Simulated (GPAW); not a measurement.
# Optical response of C

Wanted: where C starts to absorb, how strongly, and its refractive index.

Method: DFT, PBE, plane-wave PAW (GPAW data sets), scalar-relativistic, RPA, optical limit, in GPAW 26.7.0.

This is a report of a sequence of runs, with most program output left out.

## Step 1: The starting structure

The structure is cubic, space group Fd-3m (No. 227). The conventional cell has a = 3.567 Å, b = 3.567 Å, c = 3.567 Å, α = 90.00°, β = 90.00°, γ = 90.00°. Nearest to C lie 4 C at 1.54 Å.

## Step 2: Ground state

The self-consistent density comes first; it also tells whether there is a gap, which decides the occupations and the need for a Drude term.

This step: DFT, PBE, plane-wave PAW (GPAW data sets), scalar-relativistic, ground state (GPAW 26.7.0).

gs.py reads:

```python
from ase import Atoms
from ase.dft.bandgap import bandgap
from gpaw import GPAW, PW, FermiDirac

atoms = Atoms(['C', 'C'],
              cell=[[0.000000000000, 1.783370000000, 1.783370000000],
                    [1.783370000000, 0.000000000000, 1.783370000000],
                    [1.783370000000, 1.783370000000, 0.000000000000]],
              scaled_positions=[[0.750000000000, 0.750000000000, 0.750000000000],
                                [0.500000000000, 0.500000000000, 0.500000000000]],
              pbc=[True, True, True])
atoms.calc = GPAW(mode=PW(500), xc='PBE', kpts={'size': (13, 13, 13), 'gamma': True},
                  occupations=FermiDirac(0.05), maxiter=150, txt='gs.txt')
print('energy (eV)', atoms.get_potential_energy())
print('Fermi level (eV)', atoms.calc.get_fermi_level())
print('valence electrons', atoms.calc.get_number_of_electrons())
print('gap (eV)', bandgap(atoms.calc, output=None)[0])
print('direct gap (eV)', bandgap(atoms.calc, direct=True, output=None)[0])
atoms.calc.write('gs.gpw')
```

Run with:

```console
OMP_NUM_THREADS=1 python gs.py
```

The job ended after 5.7 s (1 thread of Arm Neoverse V1, shared host; peak memory 0.12 GiB).

This step gave:

* energy: -18.17 eV
* Fermi energy: 13.87 eV
* gap on the k-mesh: 4.142 eV
* direct gap on the mesh: 5.597 eV
* electrons: 8

There is a gap, 4.14 eV on this mesh (points off the mesh can give less), so no carriers' term is needed.

## Step 3: Bands for the response

At the fixed density, many empty bands are solved on the mesh of the response, since the spectrum sums over them.

This step: DFT, PBE, plane-wave PAW (GPAW data sets), scalar-relativistic, bands at fixed density (GPAW 26.7.0).

nscf.py reads:

```python
from ase.dft.bandgap import bandgap
from gpaw import GPAW, FermiDirac

calc = GPAW('gs.gpw').fixed_density(kpts={'size': (22, 22, 22), 'gamma': True}, nbands=23, convergence={'bands': 17},
                                    occupations=FermiDirac(0.001), txt='nscf.txt')
print('gap (eV)', bandgap(calc, output=None)[0])
print('direct gap (eV)', bandgap(calc, direct=True, output=None)[0])
print('top band over the Fermi level (eV)', min(calc.get_eigenvalues(kpt=k)[16] for k in range(len(calc.get_ibz_k_points()))) - calc.get_fermi_level())
calc.write('full.gpw', mode='all')
```

Run with:

```console
OMP_NUM_THREADS=1 python nscf.py
```

Run time: 36 s. Hardware: 1 thread; peak memory 0.18 GiB.

Numbers from this step:

```
gap on the k-mesh : 4.129 eV
```

## Step 4: Dielectric function, RPA

Local fields let the induced charge screen the field inside the cell, which as a rule lowers ε, most along directions where the density is uneven.

This step: DFT, PBE, plane-wave PAW (GPAW data sets), scalar-relativistic, RPA, optical limit (GPAW 26.7.0).

df.py reads:

```python
from gpaw.response.df import DielectricFunction

df = DielectricFunction('full.gpw', frequencies={'type': 'nonlinear', 'domega0': 0.03, 'omega2': 8},
                        ecut=60,
                        eta=0.2,
                        nbands=17,
                        txt='df.txt')
for direction in ['x']:
    df.get_dielectric_function(xc='RPA', direction=direction, filename=f'df_{direction}.csv')
```

Run with:

```console
OMP_NUM_THREADS=1 python df.py
```

The job ended after 6 s (1 thread; peak memory 0.17 GiB).

Numbers from this step:

- electronic dielectric constant ε∞, mean over x, y and z (by symmetry where fewer were run): 5.782
- main peak of Im epsilon, first axis: 11.40 eV

Some rows of df_x.csv (energy; Re and Im without local fields; Re and Im with them):

```text
0.000000, 5.936391, 0.000000, 5.782058, -0.000000
0.619237, 5.953728, 0.011276, 5.798587, 0.010750
1.279498, 6.011604, 0.024065, 5.853754, 0.022934
1.984998, 6.123032, 0.039729, 5.959910, 0.037835
2.740552, 6.310658, 0.060913, 6.138499, 0.057944
3.551683, 6.618271, 0.093928, 6.430861, 0.089184
4.424758, 7.149634, 0.160286, 6.934630, 0.151710
5.367152, 8.305676, 0.465961, 8.025724, 0.438381
6.387465, 8.782912, 2.537537, 8.485698, 2.372881
7.495775, 8.858399, 3.537844, 8.591259, 3.304920
8.703980, 9.132894, 4.994608, 8.901388, 4.676819
10.026223, 11.016290, 7.852797, 10.736424, 7.327835
11.479449, -3.044215, 20.168829, -1.948731, 20.094891
13.084136, -4.734538, 6.677275, -4.580440, 6.728018
14.865263, -3.370086, 4.678130, -3.234066, 4.669791
16.853625, -2.623315, 2.831522, -2.540656, 2.869823
19.087623, -1.698793, 1.518332, -1.660750, 1.535734
21.615770, -0.503699, 1.236363, -0.470508, 1.198591
24.500258, -0.342515, 0.805937, -0.320213, 0.815003
27.822136, -0.110858, 0.639443, -0.102006, 0.625099
31.689054, -0.008097, 0.476787, 0.064692, 0.480537
```

The Im ε, E ∥ x has structure finer than the step of the table below, so its rows give means over 2 eV, whole bins alone (the curve runs from 0 to 36 eV). Peaks (eV: height): 11.4: 20.6.

Values under the direct gap are tails of Lorentzian lines. Im ε, E ∥ x against photon energy; means over each step:

```tsv
photon energy (eV)	Im ε, E ∥ x
2	0.0394
4	0.128
6	1.55
8	3.85
10	8.64
12	13.2
14	5.59
16	3.39
18	1.91
20	1.10
22	1.08
24	0.929
26	0.806
28	0.662
30	0.568
32	0.474
34	0.417
```

Re ε, E ∥ x against photon energy:

```tsv
photon energy (eV)	Re ε, E ∥ x
0	5.78
1	5.83
2	5.96
3	6.22
4	6.66
5	7.48
6	8.59
7	8.56
8	8.57
9	9.22
10	10.6
11	9.43
12	-3.50
13	-4.92
14	-2.11
15	-3.15
16	-2.38
17	-2.52
18	-1.89
19	-1.61
20	-1.18
21	-0.571
22	-0.624
23	-0.435
24	-0.456
25	-0.228
26	-0.256
27	-0.185
28	-0.0608
29	-0.0516
30	-0.0462
31	0.0339
32	0.0815
33	0.120
34	0.107
35	0.148
36	0.155
```

Table of refractive index n and extinction k by photon energy:

```tsv
photon energy (eV)	n	k
0	2.40	0
1	2.41	0.00365
2	2.44	0.00782
3	2.49	0.0133
4	2.58	0.0223
5	2.74	0.0459
6	2.94	0.271
7	2.97	0.505
8	2.99	0.616
9	3.13	0.780
10	3.42	1.05
11	3.86	2.34
12	1.87	2.65
13	1.41	2.63
14	1.41	2.03
15	1.07	2.07
16	0.919	1.80
17	0.758	1.76
18	0.611	1.51
19	0.579	1.39
20	0.460	1.18
21	0.512	0.913
22	0.594	0.988
23	0.583	0.880
24	0.543	0.866
25	0.576	0.748
26	0.532	0.734
27	0.536	0.687
28	0.539	0.593
29	0.544	0.589
30	0.510	0.553
31	0.516	0.482
32	0.527	0.443
33	0.553	0.431
34	0.520	0.404
35	0.521	0.351
36	0.495	0.299
```

Values under the direct gap are tails of Lorentzian lines. Table of Im ε, E ∥ x by photon energy; read off at these points:

```tsv
photon energy (eV)	without local fields	with local fields
0.0	0	0
1.0	0.0185	0.0176
2.0	0.0401	0.0382
3.0	0.0699	0.0665
4.0	0.121	0.115
5.0	0.266	0.251
6.0	1.70	1.59
7.0	3.22	3.00
8.0	3.94	3.69
9.0	5.22	4.89
10.0	7.70	7.19
11.0	19.2	18.1
11.4	21.0	20.6
12.0	9.93	9.92
13.0	7.31	7.38
14.0	5.76	5.71
15.0	4.42	4.42
16.0	3.29	3.30
17.0	2.63	2.67
18.0	1.81	1.84
19.0	1.60	1.61
20.0	1.08	1.08
21.0	0.951	0.935
22.0	1.20	1.17
23.0	1.03	1.03
24.0	0.924	0.941
25.0	0.859	0.862
26.0	0.779	0.780
27.0	0.741	0.737
28.0	0.658	0.639
29.0	0.683	0.641
30.0	0.583	0.564
31.0	0.517	0.498
32.0	0.451	0.467
33.0	0.444	0.478
34.0	0.389	0.420
35.0	0.340	0.365
36.0	0.265	0.296
```

Values under the direct gap are tails of Lorentzian lines. Table of loss function −Im 1/ε at q → 0, E ∥ x by energy loss; read off at these points:

energy loss (eV), loss function −Im 1/ε at q → 0, E ∥ x and a bar:
```
        0       0.00 
        2       0.00 
        4       0.00 
        6       0.02 
        8       0.04 
       10       0.04 
       12       0.09 #
       14       0.15 ##
       16       0.20 ##
       18       0.26 ###
       20       0.42 #####
       22       0.66 ########
       24       0.86 ##########
       26       1.16 #############
       28       1.55 ##################
       30       1.76 ####################
       32       2.08 ########################
       34       2.23 #########################
       36       2.65 ##############################
```

Optical constants at common wavelengths, from n + ik = √ε:

```tsv
wavelength (nm)	n	k	R (%)	1/α
1550	2.41	0.003	17.1	43 µm
1064	2.42	0.004	17.2	20 µm
800	2.43	0.006	17.3	11 µm
633	2.44	0.008	17.5	6.6 µm
450	2.48	0.012	18.1	3.0 µm
365	2.52	0.016	18.7	1.8 µm
248	2.74	0.046	21.6	430 nm
```

Below the direct gap, k and the depth come from the tails of the Lorentzian lines, not from transitions.

Rows near the edge hang on the gap, which this functional as a rule makes too small, and phonon-assisted absorption is left out.

## Step 5: Outcome

| Quantity | Value |
| --- | --- |
| electronic dielectric constant ε∞, mean over x, y and z (by symmetry where fewer were run) (RPA) | 5.78 |
| main peak of Im epsilon, first axis | 11.4 eV |

What this shows: At this level (PBE, RPA) C has ε∞ = 5.78 and n = 2.41 at 1550 nm, and Im ε peaks at 11.4 eV. On the mesh the gap is 4.13 eV and the least direct gap 5.60 eV, so on this mesh the band edges lie at different points. Local fields change the static value along x from 5.94 to 5.78 (-3 %). Distinct maxima of Im ε, read by a parabola through the highest points, lie at 11.40 eV (21) and 12.60 eV (11). Excitons and phonon-assisted transitions are missing; PBE gaps are as a rule too small, which pulls the onset down and ε∞ up. The sum runs over mesh points, so small or evenly spaced maxima can still be ripples of the mesh.

[Machine, clock and banner lines and Python warnings are left out of the logs.]

[Logs are printed without paths, hosts, clocks, repeated set-up lines and the standing remarks that a program may print on its own settings, such as how far it seeks lower states.]

[Hosts, paths, dates, database ids (printed as entryN), source tags and the programs' standing remarks are cut or masked in the printed files.]
